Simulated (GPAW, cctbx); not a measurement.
# HfNbBP: deformation density and structure factors from DFT

Question: by how much does bonding change the X-ray structure factors of HfNbBP, how firmly does DFT give the change, and what does a routine refinement make of it?

The start was made by putting kin elements into a known structure type; the compound need not exist, or be stable, in this form. All numbers below are calculated.

### 1. Relax the structure

The density hangs on the geometry, so cell and atoms are relaxed first, with the symmetry held. The cutoff is set higher than for the density because stress converges slowly with plane waves.

Settings: GPAW 26.7.0, PBE, 670 eV, 7×7×7 k-points, Fermi–Dirac width 0.1 eV, BFGS to 0.03 eV/Å.

```text
cell
1.0
    -1.654000000    2.864812035    0.000000000
    -3.308000000    0.000000000    0.000000000
    -1.654000000    0.954937345    5.460666667
Hf Nb P B
1 1 1 1
Direct
0.002000000 0.002000000 0.994000000
0.505666667 0.505666667 0.482999999
0.749000000 0.749000000 0.753000000
0.247233333 0.247233333 0.258300001
```

```console
$ OMP_NUM_THREADS=1 mpirun -n 4 gpaw python run.py > gpaw.log
```

```text
BFGS:    0      -31.715518        5.180421
BFGS:    1      -32.504969        2.680504
BFGS:    2      -33.092629        1.322341
BFGS:    3      -33.179229        0.830540
...
BFGS:   10      -33.233254        0.117572
BFGS:   11      -33.233863        0.042623
BFGS:   12      -33.233951        0.020188
cell  3.4431 3.4431 6.2049  73.89 73.89 60.00
volume 60.344 A^3, largest force 0.019 eV/A, largest stress 0.03 GPa
```

The cell moved far, while the k-mesh and basis were chosen for the start, so the final shape may be somewhat biased.

After 12 steps the volume has changed by +16.6 % and the energy by -1.518 eV; the largest stress left is 0.03 GPa. It took 7.2 min on 4 cores of Arm Neoverse V1 (shared host), peak memory 1.4 GiB.

Relaxed structure: R3m (no. 160), a = 3.4431 Å, b = 3.4431 Å, c = 17.6335 Å, α = 90.00°, β = 90.00°, γ = 120.00°.

| atom | mult. | x | y | z |
| --- | --- | --- | --- | --- |
| Hf1 | 3 | 0 | 0 | 0.0097 |
| Nb1 | 3 | 1/3 | 2/3 | 0.1557 |
| P1 | 3 | 0 | 0 | 0.2454 |
| B1 | 3 | 2/3 | 1/3 | 0.0853 |

### 2. The all-electron density

X-rays see the whole electron density, so the PAW density is rebuilt with its core regions. Subtracting spherical free atoms from the same code cancels the cores and leaves the deformation density Δρ, the part due to bonding.

Settings: PBE, 550 eV, 8×8×8 k-points, Fermi–Dirac width 0.1 eV; primitive cell of 4 atoms.

```console
$ OMP_NUM_THREADS=1 mpirun -n 4 gpaw python run.py > gpaw.log
```

```text
|iter:   1|       0s |  -37.366220 | +0.08 |       |
|iter:   2|       3s |  -35.967233 | -1.31 | -0.87 |
|iter:   3|       7s |  -33.160612 | -0.12 | -0.93 |
...
|iter:   8|      27s |  -33.190244c| -4.40 | -3.02 |
|iter:   9|      31s |  -33.190258c| -5.87 | -3.60 |
|iter:  10|      35s |  -33.190256c| -7.44c| -4.25c|
```

```text
gpts.py:43: UserWarning: Initial realspace grid (20,20,35) inconsistent with symmetries.
gpts.py:43: UserWarning: Initial realspace grid (20,20,35) inconsistent with symmetries.
gpts.py:43: UserWarning: Initial realspace grid (20,20,35) inconsistent with symmetries.
gpts.py:43: UserWarning: Initial realspace grid (20,20,35) inconsistent with symmetries.
gpts.py:70: UserWarning: Using symmetrized grid: (35,35,35).
gpts.py:70: UserWarning: Using symmetrized grid: (35,35,35).
gpts.py:70: UserWarning: Using symmetrized grid: (35,35,35).
gpts.py:70: UserWarning: Using symmetrized grid: (35,35,35).
grid (70, 70, 70)  electrons 133.000  moved by bonding 1.062 e
deformation density beyond 0.5 A of the nuclei: max 0.100, min -0.192 e/A^3
atom        x       y       z   Voronoi charge  moment
Hf1    0.9903  0.9903  0.0290      0.383       0.00
Nb2    0.5109  0.5109  0.4672      0.517       0.00
P 3    0.7546  0.7546  0.7362     -0.298       0.00
B 4    0.2481  0.2481  0.2558     -0.603       0.00
mean inner potential of superposed free atoms 25.302 V
total magnetic moment 0.000 muB
```

Deformation density in a plane through the shortest contact of the Nb atom at the origin, in 0.01 e/Å³ (clipped at ±99); x from -1.6 to 3.9 Å, y from 2.4 down to -2.4 Å:

```text
 -4   7   7   .   .   .   7   4   0  -3   .   .   9   0   4   6
 -6   6   7   7   .   6   6   3  -4  -4   .  -5  -1  -4   1   5
 -3   4   6   7   8   8   6   2  -4  -6  -1  -1  -5  -3   0   2
  1   3   3   5   5   4   3   2   1   1   3   4   2   1  -1  -2
  3   1  -4  -9  -6  -8  -8   0   5   6   7   7   6   5   0  -6
  5   1 -10 -12   .  -5 -12  -2   7   7   7   .   6   6   2  -3
  7   5  -3   6   .   .  -6  -2   8   6   .   .   6   7   3   0
  6   4  -5  -7   .  -1 -14  -3   6   6   6   .   6   6   2  -5
  4   2  -4  -8  -3  -6 -10  -1   4   6   7   8   8   6   2  -4
  1   1   0   2   4   3   1   1   2   3   3   4   2   2   2   2
 -1   0   2   5   7   7   5   3   0  -7 -11  -7 -10  -8   1   6
 -4   0   2   0  -1  -1   4   5   0 -10  -9   .  -5 -10   0   8
 -4   2   2  -4   .   .   1   8   4  -2   .   .   .  -7   0   8
```

Atoms in or within 0.15 Å of the plane: Hf (2.2, 2.4), Nb (0.0, 0.0), Nb (2.5, -2.3), B (-0.2, 2.3), B (2.3, 0.0) Å. Dots mark points within about 0.45 Å of a nucleus; large values next to them are atomic features.

B gains most (-0.60 e) and Nb loses most (+0.52 e), which isn't the order of electronegativity: valence and coordination count too, and Voronoi cells cut space at the midplane whatever the atoms' sizes. Such charges fall far short of formal ones, since overlapping free atoms already put density on their neighbours. Along the shortest contact from the Nb atom at the map's origin, Nb–B at 2.34 Å, Δρ is +0.05 e/Å³ at the midpoint and highest, +0.08, 1.45 Å from Nb (points within 0.5 Å of a nucleus left out): little piles up between the atoms. At the midpoints of other shortest contacts it is +0.04 (Hf–B, 2.39 Å), +0.06 (Nb–P, 2.54 Å), +0.04 (Hf–P, 2.63 Å) and +0.02 (Hf–Nb, 3.25 Å) e/Å³. Point values carry grid noise of about 0.01 e/Å³. The run needed 10 iterations, 52 s.

### 3. Structure factors

The Fourier components of Δρ, added to those of the free atoms, give the static X-ray structure factors; the Mott–Bethe relation turns them into the Fourier components V of the potential that fast electrons feel.

```text
static structure factors of the conventional cell: F in electrons, V (Mott-Bethe) in volts
   h  k  l      d  |F| table  |F| free   |F| DFT   change   |V| free  |V| DFT  change %
   0  0  3  5.8778    92.281    92.337    92.719    0.382     1.689    1.256    -25.7
   1  0  1  2.9401    97.909    97.873    98.061    0.188     2.397    2.427      1.3
   0  0  6  2.9389   229.643   229.435   227.492   -1.942     6.148    6.579      7.0
   1  0 -2  2.8246   244.092   243.838   241.838   -2.000     6.613    7.017      6.1
   1  0  4  2.4699   308.597   308.385   308.323   -0.062    12.304   12.315      0.1
   1  0 -5  2.2770   137.654   137.458   137.172   -0.286     4.049    4.114      1.6
   0  0  9  1.9593   180.424   180.097   179.419   -0.678     5.249    5.326      1.5
   1  0  7  1.9243   115.122   114.765   114.979    0.214     2.550    2.544     -0.2
   1  0 -8  1.7725   252.976   252.618   252.286   -0.332     8.228    8.255      0.3
   1  1  0  1.7216   280.794   280.420   280.116   -0.304     8.898    8.921      0.3
   1  1  3  1.6521    80.076    79.692    79.823    0.132     1.020    1.011     -0.9
   1  0 10  1.5178   166.922   166.644   167.364    0.721     3.216    3.173     -1.3
   2  0 -1  1.4856    84.015    83.628    83.534   -0.095     1.408    1.415      0.5
   1  1  6  1.4855   189.359   189.124   189.754    0.630     3.824    3.788     -0.9
```

The largest X-ray change is -2.00 e on 1 0 -2, 0.8 % of |F|. For electrons V goes as (Z − F)/g², so a change of F counts against Z − F, which is small at low angle and wherever the atoms' terms cancel: |V| of 003 moves by -25.7 % (1.69 to 1.26 V) against +0.4 % in |F|. The last three rows still change by up to 0.72 e; the table stops while the angles are still low. The tabulated Hartree–Fock atoms differ from the free DFT atoms by up to 0.39 e, so the choice of reference atom matters too.

### 4. Which functional?

The same geometry is run with other functionals, to see whether the bonding signal is larger than the spread between approximations. Free atoms are LDA for LDA and PBE otherwise; meta-GGAs and hybrids keep PBE cores. Any other changed setting is in the row's label.

| run | ΔF 1 0 -2 (e) | ΔF 006 (e) | ΔF 1 0 10 (e) | q(B) (e) | moved (e) | time |
| --- | --- | --- | --- | --- | --- | --- |
| PBE | -2.000 | -1.942 | +0.721 | -0.603 | 1.062 | 52 s |
| LDA | -1.953 | -1.894 | +0.666 | -0.586 | 1.028 | 52 s |
| r2SCAN | -2.070 | -2.035 | +0.868 | -0.636 | 1.156 | 2.9 min |

At the base's settings ΔF(1 0 -2) spans -2.070 to -1.953 e, a spread of 6 % of the PBE value; over the three listed reflections the spread is at most 28 %, so the sign holds and the size hangs on the functional. Times are from shared hosts.

### 5. Refining ordinary atoms against data with bonding

Routine crystallography fits spherical atoms. To see the bias, intensities are simulated from tabulated atoms plus the DFT change ΔF, so that bonding alone can misfit (2810 reflections of the full sphere, merged to the counts below, to 0.45 Å, 1 % proportional noise plus counting noise, assumed isotropic U as listed, Δρ smeared by the mean U) and refined with cctbx over different ranges.

| range | data | R1 | GooF | U Hf1 (true 0.0025) | U Nb1 (true 0.0031) | U P1 (true 0.0044) | U B1 (true 0.0056) | largest shift (Å) | Δρ max, min (e/Å³) |
| --- | --- | --- | --- | --- | --- | --- | --- | --- | --- |
| all data | 613 | 0.0036 | 0.91 | 0.0025 | 0.0031 | 0.0043 | 0.0058 | 0.0037 | 0.37, -0.35 |
| low resolution, d > 0.84 | 112 | 0.0031 | 0.97 | 0.0024 | 0.0028 | 0.0042 | 0.0070 | 0.0056 | 0.16, -0.18 |
| high order, d < 0.75 | 461 | 0.0037 | 0.88 | 0.0025 | 0.0031 | 0.0043 | 0.0059 | 0.0046 | 0.33, -0.28 |
| occupancies free, d > 0.7 | 180 | 0.0032 | 0.97 | 0.0025 | 0.0030 | 0.0044 | 0.0057 | 0.0034 | 0.17, -0.20 |

With all data GooF is 0.91, so at this noise the bonding hardly shows; the top residual peak lies 1.10 Å from B and 1.99 Å from Nb. No U is off by more than 3 s.u. at low resolution. With Hf1 held at 1 and the scale free, the other occupancies refine to Nb1 1.000(0.002), P1 1.000(0.007) and B1 1.000(0.034), within three s.u. of full.

### 6. Answer

Bonding moves 1.06 e in the primitive cell of HfNbBP and changes the structure factors of the conventional cell in the table above by at most 2.00 e (1 0 -2, 0.8 %), and among reflections above 2 % of the strongest by up to 0.8 % (006). The shortest bond, Nb–B, has Δρ = +0.05 e/Å³ at its midpoint. At the base's settings ΔF(1 0 -2) spans -2.070 to -1.953 e, a spread of 6 % of the PBE value; over the three listed reflections the spread is at most 28 %, so the sign holds and the size hangs on the functional. With all data GooF is 0.91, so at this noise the bonding hardly shows. Limits: static density, frozen cores, no spin–orbit coupling.

[Outputs are excerpts: Python notices, other lines and further rows are left out; steps that failed or that the build refused (PBEsol, TPSS) are not shown.]

[Logs are printed without paths, hosts, clocks, repeated set-up lines and the standing remarks that a program may print on its own settings, such as how far it seeks lower states.]
